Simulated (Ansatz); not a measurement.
# K on Al(111): change of the work function, part 3 of 3

How does K on the fcc site change the work function of Al(111) as the layer fills?

Ansatz 0.2.0; plane-wave DFT, PBE, Ansatz PAW.

So far, work function, upper face (eV): step 2 (the clean slab) 4.02; step 3 (17 atoms, coverage 0.25 ML, cell 2x2) 1.98.

### 4. The covered slab, k-mesh 4×4×1, coverage 0.111 ML

System of this step: KAl36 (K/Al(111)). The cell holds 37 atoms: 36 Al and 1 K. Cell: a = 8.591 Å, b = 8.591 Å, c = 27.856 Å, α = 90.0°, β = 90.0°, γ = 60.0°. Vacuum lies along c.

Another coverage, to see how the dipoles act on each other as their distance changes.

input.yaml reads:

```yaml
crystal:
  lattice:
    - [8.5913473915, 0.0, 0.0]
    - [4.2956736957, 7.4403250937, 0.0]
    - [0.0, 0.0, 27.8563316671]
  atoms:
    - { symbol: Al, position: [0.0, 0.0, 0.3230863312] }
    - { symbol: Al, position: [0.1111111111, 0.1111111111, 0.4070266224] }
    - { symbol: Al, position: [0.2222222222, 0.2222222222, 0.4890794632] }
    - { symbol: Al, position: [0.0, 0.0, 0.5728504553] }
    - { symbol: Al, position: [0.0, 0.3333333333, 0.3230863312] }
    - { symbol: Al, position: [0.1111111111, 0.4444444444, 0.4070266224] }
    - { symbol: Al, position: [0.2222222222, 0.5555555556, 0.4890794632] }
    - { symbol: Al, position: [0.0, 0.3333333333, 0.5728504553] }
    - { symbol: Al, position: [0.0, 0.6666666667, 0.3230863312] }
    - { symbol: Al, position: [0.1111111111, 0.7777777778, 0.4070266224] }
    - { symbol: Al, position: [0.2222222222, 0.8888888889, 0.4890794632] }
    - { symbol: Al, position: [0.0, 0.6666666667, 0.5728504553] }
    - { symbol: Al, position: [0.3333333333, 0.0, 0.3230863312] }
    - { symbol: Al, position: [0.4444444444, 0.1111111111, 0.4070266224] }
    - { symbol: Al, position: [0.5555555556, 0.2222222222, 0.4890794632] }
    - { symbol: Al, position: [0.3333333333, 0.0, 0.5728504553] }
    - { symbol: Al, position: [0.3333333333, 0.3333333333, 0.3230863312] }
    - { symbol: Al, position: [0.4444444444, 0.4444444444, 0.4070266224] }
    - { symbol: Al, position: [0.5555555556, 0.5555555556, 0.4890794632] }
    - { symbol: Al, position: [0.3333333333, 0.3333333333, 0.5728504553] }
    - { symbol: Al, position: [0.3333333333, 0.6666666667, 0.3230863312] }
    - { symbol: Al, position: [0.4444444444, 0.7777777778, 0.4070266224] }
    - { symbol: Al, position: [0.5555555556, 0.8888888889, 0.4890794632] }
    - { symbol: Al, position: [0.3333333333, 0.6666666667, 0.5728504553] }
    - { symbol: Al, position: [0.6666666667, 0.0, 0.3230863312] }
    - { symbol: Al, position: [0.7777777778, 0.1111111111, 0.4070266224] }
    - { symbol: Al, position: [0.8888888889, 0.2222222222, 0.4890794632] }
    - { symbol: Al, position: [0.6666666667, 0.0, 0.5728504553] }
    - { symbol: Al, position: [0.6666666667, 0.3333333333, 0.3230863312] }
    - { symbol: Al, position: [0.7777777778, 0.4444444444, 0.4070266224] }
    - { symbol: Al, position: [0.8888888889, 0.5555555556, 0.4890794632] }
    - { symbol: Al, position: [0.6666666667, 0.3333333333, 0.5728504553] }
    - { symbol: Al, position: [0.6666666667, 0.6666666667, 0.3230863312] }
    - { symbol: Al, position: [0.7777777778, 0.7777777778, 0.4070266224] }
    - { symbol: Al, position: [0.8888888889, 0.8888888889, 0.4890794632] }
    - { symbol: Al, position: [0.6666666667, 0.6666666667, 0.5728504553] }
    - { symbol: K, position: [0.1111111111, 0.1111111111, 0.6769136688] }
kpoints:
  mp_grid: { grid: [4, 4, 1] }
hamiltonian:
  xc: pbe
scf:
  occupations: { method: fermi_dirac, width: 0.1 }
  convergence: { dr2_threshold: 1.0e-08 }
efield:
  axis: 3
  dipole_correction: true
  ramp_position: 0.97
  ramp_width: 0.06
relax:
  f_tol: 0.02
  max_steps: 60
  constraints:
    - { sites: [0, 1, 4, 5, 8, 9, 12, 13, 16, 17, 20, 21, 24, 25, 28, 29, 32, 33] }
output:
  write_potential: true
  write_density: true
  volumetric_format: npy
```

The run is started by

```
ansatz run input.yaml --threads 2 --pin off --max-ram 3072MiB --backend cpu --events-out ev --progress --plain --runs-dir out
```

Numbers of over 12 decimals in the logs are rounded to 6 here.

The program printed:

```text
[...]
Crystal: 37 atoms, lattice volume = 1780.644 Å³
Basis set: ecut = 420 eV, 34791 PW (Γ), exchange–correlation on 120×120×384 points (8 copies of the dense FFT grid, shifted against one another)
Bands: 96, of which v1, the nominal top of the filled ones, is band 59 counted from 1 (58 counted from 0)
Symmetry: 6 space group operations
[...]
k-points: 4 of 16 (time reversal used)
[...]
SCF iter   1: F=—  HF=-20881.874567 eV  |F-HF|=—  |Δ(HF+E_count)|=         —  Δρ=1.17e-3  dr2=1.82e-1  ethr=1.77e-3  p=0.794 e·Å  D=8.07e-2 V/Å  ΔV_dip=-2.25 eV  dr2_dipole=1.87e-2  V_vac-E_F(+/−)=1.71/3.96 eV  ⟨swp⟩=19.2  Hψ=3496  notcnv=0  defer=5
[...]
SCF iter   8: F=-20881.864957 eV  HF=-20881.864957 eV  |F-HF|=2.88e-8  |Δ(HF+E_count)|=   8.13e-8  Δρ=4.12e-7  dr2=5.05e-9  ethr=8.55e-12  p=0.800 e·Å  D=8.12e-2 V/Å  ΔV_dip=-2.26 eV  dr2_dipole=1.21e-10  V_vac-E_F(+/−)=1.81/4.07 eV  ⟨swp⟩=11.5  Hψ=2762  notcnv=0
SCF 1 converged in 8 iterations: F = -20881.864957 eV  dr2 = 5.05e-9
[...]
relax step   1: F+E_penalty+E_count = -20881.86495703 eV  Δ(F+E_penalty+E_count) = +0.000e0 eV  max|allowed force component| = 2.495e-1 eV/Å  Δτ_max = 0.0000 Å  (8 SCF iters, accepted)
[...]
SCF iter   7: F=-20881.886005 eV  HF=-20881.886005 eV  |F-HF|=1.19e-8  |Δ(HF+E_count)|=   8.97e-9  Δρ=4.37e-7  dr2=5.14e-9  ethr=8.55e-12  p=0.805 e·Å  D=8.18e-2 V/Å  ΔV_dip=-2.28 eV  dr2_dipole=3.72e-10  V_vac-E_F(+/−)=1.80/4.08 eV  ⟨swp⟩=8.8  Hψ=2819  notcnv=0
SCF 2 converged in 7 iterations: F = -20881.886005 eV  dr2 = 5.14e-9
relax step   2: F+E_penalty+E_count = -20881.88600485 eV  Δ(F+E_penalty+E_count) = -2.105e-2 eV  max|allowed force component| = 1.432e-1 eV/Å  Δτ_max = 0.0482 Å  (7 SCF iters, accepted)
SCF iter   1: F=—  HF=-20881.890941 eV  |F-HF|=—  |Δ(HF+E_count)|=         —  Δρ=2.07e-4  dr2=3.50e-3  ethr=6.36e-5  p=0.805 e·Å  D=8.18e-2 V/Å  ΔV_dip=-2.28 eV  dr2_dipole=1.11e-3  V_vac-E_F(+/−)=1.80/4.08 eV  ⟨swp⟩=3.8  Hψ=968  notcnv=0  defer=11
[...]
SCF iter   7: F=-20881.890952 eV  HF=-20881.890952 eV  |F-HF|=1.62e-9  |Δ(HF+E_count)|=   1.56e-8  Δρ=2.08e-7  dr2=2.55e-9  ethr=8.55e-12  p=0.816 e·Å  D=8.29e-2 V/Å  ΔV_dip=-2.31 eV  dr2_dipole=2.74e-10  V_vac-E_F(+/−)=1.77/4.08 eV  ⟨swp⟩=10.5  Hψ=2549  notcnv=0
SCF 3 converged in 7 iterations: F = -20881.890952 eV  dr2 = 2.55e-9
relax step   3: F+E_penalty+E_count = -20881.89095207 eV  Δ(F+E_penalty+E_count) = -4.947e-3 eV  max|allowed force component| = 2.688e-2 eV/Å  Δτ_max = 0.0456 Å  (7 SCF iters, accepted)
SCF iter   1: F=—  HF=-20881.890934 eV  |F-HF|=—  |Δ(HF+E_count)|=         —  Δρ=7.25e-5  dr2=6.23e-4  ethr=3.69e-6  p=0.816 e·Å  D=8.29e-2 V/Å  ΔV_dip=-2.31 eV  dr2_dipole=1.62e-4  V_vac-E_F(+/−)=1.77/4.08 eV  ⟨swp⟩=2.2  Hψ=860  notcnv=0  defer=7
[...]
SCF iter   6: F=-20881.891145 eV  HF=-20881.891145 eV  |F-HF|=2.30e-9  |Δ(HF+E_count)|=   7.78e-9  Δρ=1.84e-7  dr2=2.13e-9  ethr=8.55e-12  p=0.819 e·Å  D=8.33e-2 V/Å  ΔV_dip=-2.32 eV  dr2_dipole=6.05e-11  V_vac-E_F(+/−)=1.76/4.08 eV  ⟨swp⟩=8.8  Hψ=2719  notcnv=0
SCF 4 converged in 6 iterations: F = -20881.891145 eV  dr2 = 2.13e-9
relax step   4: F+E_penalty+E_count = -20881.89114462 eV  Δ(F+E_penalty+E_count) = -1.925e-4 eV  max|allowed force component| = 4.124e-3 eV/Å  Δτ_max = 0.0165 Å  (6 SCF iters, accepted)
[...]
SCF converged after 6 iterations
Free energy (F): -20881.891145 eV
[...]
Internal energy: -20881.339877 eV  (E = F + TS)
E sigma→0 (E₀):  -20881.615511 eV
Entropy (-TS):   -0.551268 eV (-14.899 meV/atom)
Fermi energy:    0.902787 eV
Dipole field:    D = 0.083259 V/Å  (p = 0.819310 e·Å, saw-weighted, corrected)
Work function:   Φ+ = 1.7584 eV   Φ− = 4.0777 eV
[...]
--- Forces (eV/Å), atoms counted from 1 ---
  atom   1  Al     0.01004865     0.00580159    -0.03008356
  atom   2  Al     0.00000000     0.00000000     0.00319994
  atom   3  Al     0.00223350     0.00128951    -0.00110460
  atom   4  Al    -0.00339975    -0.00196285     0.00232057
  atom   5  Al     0.00000000    -0.01160319    -0.03008356
  atom   6  Al     0.00696973    -0.00499128     0.01998498
  atom   7  Al     0.00140614    -0.00081183     0.00051226
  atom   8  Al    -0.00000000     0.00392569     0.00232057
  atom   9  Al     0.00078567    -0.00045361    -0.00899513
  atom  10  Al     0.00780745    -0.00354033     0.01998498
  atom  11  Al     0.00000000    -0.00257903    -0.00110460
  atom  12  Al     0.00110434    -0.00063759     0.00197816
  atom  13  Al    -0.01004865     0.00580159    -0.03008356
  atom  14  Al    -0.00083771     0.00853161     0.01998498
  atom  15  Al    -0.00000000     0.00162367     0.00051226
  atom  16  Al     0.00339975    -0.00196285     0.00232057
  atom  17  Al    -0.00879033    -0.00507510    -0.01342263
  atom  18  Al     0.00000000     0.00000000     0.03316133
  atom  19  Al    -0.00140614    -0.00081183     0.00051226
  atom  20  Al    -0.00124666    -0.00071976     0.00147471
  atom  21  Al    -0.00000000     0.01015020    -0.01342263
  atom  22  Al    -0.00780745    -0.00354033     0.01998498
  atom  23  Al     0.00122312    -0.00070617    -0.00184361
  atom  24  Al    -0.00000000     0.00143952     0.00147471
  atom  25  Al    -0.00000000     0.00090721    -0.00899513
  atom  26  Al     0.00083771     0.00853161     0.01998498
  atom  27  Al    -0.00223350     0.00128951    -0.00110460
  atom  28  Al    -0.00000000     0.00127518     0.00197816
  atom  29  Al     0.00879033    -0.00507510    -0.01342263
  atom  30  Al    -0.00696973    -0.00499128     0.01998498
  atom  31  Al    -0.00000000     0.00141234    -0.00184361
  atom  32  Al     0.00124666    -0.00071976     0.00147471
  atom  33  Al    -0.00078567    -0.00045361    -0.00899513
  atom  34  Al     0.00000000     0.00000000    -0.00464181
  atom  35  Al    -0.00122312    -0.00070617    -0.00184361
  atom  36  Al    -0.00110434    -0.00063759     0.00197816
  atom  37  K     -0.00000000    -0.00000000    -0.00412407
  max |Σ_I F_I| component: 1.38e-5 eV/Å
--- Band table (eV) ---
  k-point 0: bands = [... 55 lower, 0.2824, 0.5121, 0.5121, 0.5171, 0.5344, 0.5344, 0.5394, 1.2433, ... 33 higher]
  k-point 1: bands = [... 55 lower, 0.5946, 0.6008, 0.7022, 0.7083, 0.7306, 0.8412, 0.8538, 1.4110, ... 33 higher]
  k-point 2: bands = [... 55 lower, 0.8088, 0.9116, 0.9969, 1.1393, 1.1630, 1.1650, 1.1664, 1.7744, ... 33 higher]
  k-point 3: bands = [... 55 lower, 0.7026, 0.9830, 0.9918, 1.1697, 1.2231, 1.2636, 1.2975, 1.3600, ... 33 higher]
--- Relaxed structure (4 steps of the walk, 4 accepted, 0 SCFs on fresh bases) ---
  F+E_penalty+E_count = -20881.89114462 eV   max|allowed force component| = 4.124e-3 eV/Å
  atoms:
    - { symbol: Al, position: [1.1111113280699718e-11, 1.1111113280699722e-11, 0.323086] }
    - { symbol: Al, position: [0.111111, 0.111111, 0.4070266224] }
    - { symbol: Al, position: [0.222540, 0.222540, 0.489426] }
    - { symbol: Al, position: [-0.00108688, -0.00108688, 0.572224] }
    - { symbol: Al, position: [1.1111084274872951e-11, 0.333333, 0.323086] }
    - { symbol: Al, position: [0.111111, 0.444444, 0.4070266224] }
    - { symbol: Al, position: [0.222478, 0.555428, 0.489945] }
    - { symbol: Al, position: [-0.00108688, 0.335507, 0.572224] }
    - { symbol: Al, position: [-2.2222224060897133e-11, 0.666667, 0.323086] }
    - { symbol: Al, position: [0.111111, 0.777778, 0.4070266224] }
    - { symbol: Al, position: [0.222540, 0.888253, 0.489426] }
    - { symbol: Al, position: [-4.552842691651904e-5, 0.666689, 0.574034] }
    - { symbol: Al, position: [0.333333, 1.1111113280699722e-11, 0.323086] }
    - { symbol: Al, position: [0.444444, 0.111111, 0.4070266224] }
    - { symbol: Al, position: [0.555428, 0.222478, 0.489945] }
    - { symbol: Al, position: [0.335507, -0.00108688, 0.572224] }
    - { symbol: Al, position: [0.333333, 0.333333, 0.323086] }
    - { symbol: Al, position: [0.444444, 0.444444, 0.4070266224] }
    - { symbol: Al, position: [0.555428, 0.555428, 0.489945] }
    - { symbol: Al, position: [0.333095, 0.333095, 0.574849] }
    - { symbol: Al, position: [0.333333, 0.666667, 0.323086] }
    - { symbol: Al, position: [0.444444, 0.777778, 0.4070266224] }
    - { symbol: Al, position: [0.556134, 0.888599, 0.489461] }
    - { symbol: Al, position: [0.333095, 0.667143, 0.574849] }
    - { symbol: Al, position: [0.666667, -2.2222204306928902e-11, 0.323086] }
    - { symbol: Al, position: [0.777778, 0.111111, 0.4070266224] }
    - { symbol: Al, position: [0.888253, 0.222540, 0.489426] }
    - { symbol: Al, position: [0.666689, -4.552842691642817e-5, 0.574034] }
    - { symbol: Al, position: [0.666667, 0.333333, 0.323086] }
    - { symbol: Al, position: [0.777778, 0.444444, 0.4070266224] }
    - { symbol: Al, position: [0.888599, 0.556134, 0.489461] }
    - { symbol: Al, position: [0.667143, 0.333095, 0.574849] }
    - { symbol: Al, position: [0.666667, 0.666667, 0.323086] }
    - { symbol: Al, position: [0.777778, 0.777778, 0.4070266224] }
    - { symbol: Al, position: [0.888599, 0.888599, 0.489461] }
    - { symbol: Al, position: [0.666689, 0.666689, 0.574034] }
    - { symbol: K, position: [0.111111, 0.111111, 0.680029] }
```

The job ended after 2 min (2 threads of Arm Neoverse V2, shared host; peak memory 2.1 GiB; 4 min of CPU time).

The steps of the relaxation:

| step | energy less that of the first step (eV) | largest force component (eV/Å) |
| --- | --- | --- |
| 1 | 0.0000 | 0.2495 |
| 2 | -0.0210 | 0.1432 |
| 3 | -0.0260 | 0.0269 |
| 4 | -0.0262 | 0.0041 |

The run keeps the 6 symmetry operations that it works with, so distortions that break them were not tested.

The atoms that moved most (Å):

| atom | dx | dy | dz | length |
| --- | --- | --- | --- | --- |
| K37 | 0.000 | 0.000 | 0.087 | 0.087 |
| Al32 | 0.003 | -0.002 | 0.056 | 0.056 |
| Al24 | 0.000 | 0.004 | 0.056 | 0.056 |
| Al20 | -0.003 | -0.002 | 0.056 | 0.056 |
| Al36 | 0.000 | 0.000 | 0.033 | 0.033 |
| Al12 | 0.000 | 0.000 | 0.033 | 0.033 |
| Al28 | 0.000 | 0.000 | 0.033 | 0.033 |
| Al7 | 0.002 | -0.001 | 0.024 | 0.024 |

Final coordinates:

```xyz
37
Lattice="8.5913 0.0000 0.0000 4.2957 7.4403 0.0000 0.0000 0.0000 27.8563" Properties=species:S:1:pos:R:3
Al    0.0000    0.0000    9.0000
Al    1.4319    0.8267   11.3383
Al    2.8679    1.6558   13.6336
Al   -0.0140   -0.0081   15.9401
Al    1.4319    2.4801    9.0000
Al    2.8638    3.3068   11.3383
Al    4.2973    4.1326   13.6481
Al    1.4319    2.4963   15.9401
Al    2.8638    4.9602    9.0000
Al    4.2957    5.7869   11.3383
Al    5.7276    6.6089   13.6336
Al    2.8635    4.9604   15.9905
Al    2.8638    0.0000    9.0000
Al    4.2957    0.8267   11.3383
Al    5.7276    1.6553   13.6481
Al    2.8778   -0.0081   15.9401
Al    4.2957    2.4801    9.0000
Al    5.7276    3.3068   11.3383
Al    7.1578    4.1326   13.6481
Al    4.2926    2.4783   16.0132
Al    5.7276    4.9602    9.0000
Al    7.1595    5.7869   11.3383
Al    8.5951    6.6115   13.6346
Al    5.7276    4.9638   16.0132
Al    5.7276    0.0000    9.0000
Al    7.1595    0.8267   11.3383
Al    8.5872    1.6558   13.6336
Al    5.7276   -0.0003   15.9905
Al    7.1595    2.4801    9.0000
Al    8.5913    3.3068   11.3383
Al   10.0232    4.1378   13.6346
Al    7.1625    2.4783   16.0132
Al    8.5913    4.9602    9.0000
Al   10.0232    5.7869   11.3383
Al   11.4514    6.6115   13.6346
Al    8.5916    4.9604   15.9905
K     1.4319    0.8267   18.9431
```

Numbers from this step:

```
energy at zero smearing        : -20881.6155 eV
work function, upper face      : 1.758 eV
work function, lower face      : 4.078 eV
dipole along the normal        : 0.8193 e·Å
step between the vacuum levels : -2.319 eV
```

The relaxation took 4 steps and lowered the energy by 0.026 eV; the largest force on the free atoms ends at 0.0041 eV/Å.

The covered face has 1.76 eV, -2.26 eV against the clean one; the bare back face has moved by +0.06 eV, a measure of how thin the slab is.

### 5. Work function against coverage

This step: plane-wave DFT, PBE, Ansatz PAW; work function against coverage (Ansatz 0.2.0).

The runs are now put side by side.

Numbers from this step:

| Quantity | Value |
| --- | --- |
| work function of the clean face | 4.021 eV |
| largest change of the work function | -2.262 eV |

Table of work function of the covered face by coverage:

| coverage (adsorbates/nm²) | work function of the covered face (eV) |
| --- | --- |
| 0.00 | 4.02 |
| 1.56 | 1.76 |
| 3.52 | 1.98 |

The dipole per adsorbate comes from the change of the cell's dipole. Coverage, by row:

| coverage (1/nm²) | coverage (ML) | work function (eV) | change (eV) | dipole per adsorbate, positive end outwards (debye) | mean height of the added atoms over the highest substrate atom (Å) |
| --- | --- | --- | --- | --- | --- |
| 1.564 | 0.1111 | 1.758 | -2.262 | 3.939 | 2.93 |
| 3.52 | 0.25 | 1.978 | -2.042 | 1.54 | 2.937 |

### 6. Summary of results

```
work function of the clean face                        : 4.02 eV
work function at 0.11 ML                               : 1.76 eV
work function at 0.25 ML                               : 1.98 eV
dipole per adsorbate at 0.11 ML, positive end outwards : 3.94 D
```

K lowers the work function of Al(111) at the lowest coverage, by 2.26 eV: the adsorbate layer has its positive end outwards. The slab has 4 layers, at the tabulated experimental lattice constant, one starting site was run, and quantum-size effects of a slab this thin can reach one or two tenths of an eV.

[Logs are printed without paths, hosts, clocks, repeated set-up lines and the standing remarks that a program may print on its own settings, such as how far it seeks lower states.]

[Hosts, paths, dates, database ids (printed as entryN), source tags and the programs' standing remarks are cut or masked in the printed files.]

[Maps of the electrostatic potential energy from Ansatz leave out the sawtooth potential of an applied field or a dipole correction, so their vacuum need not be flat; planar profiles and work functions include it.]
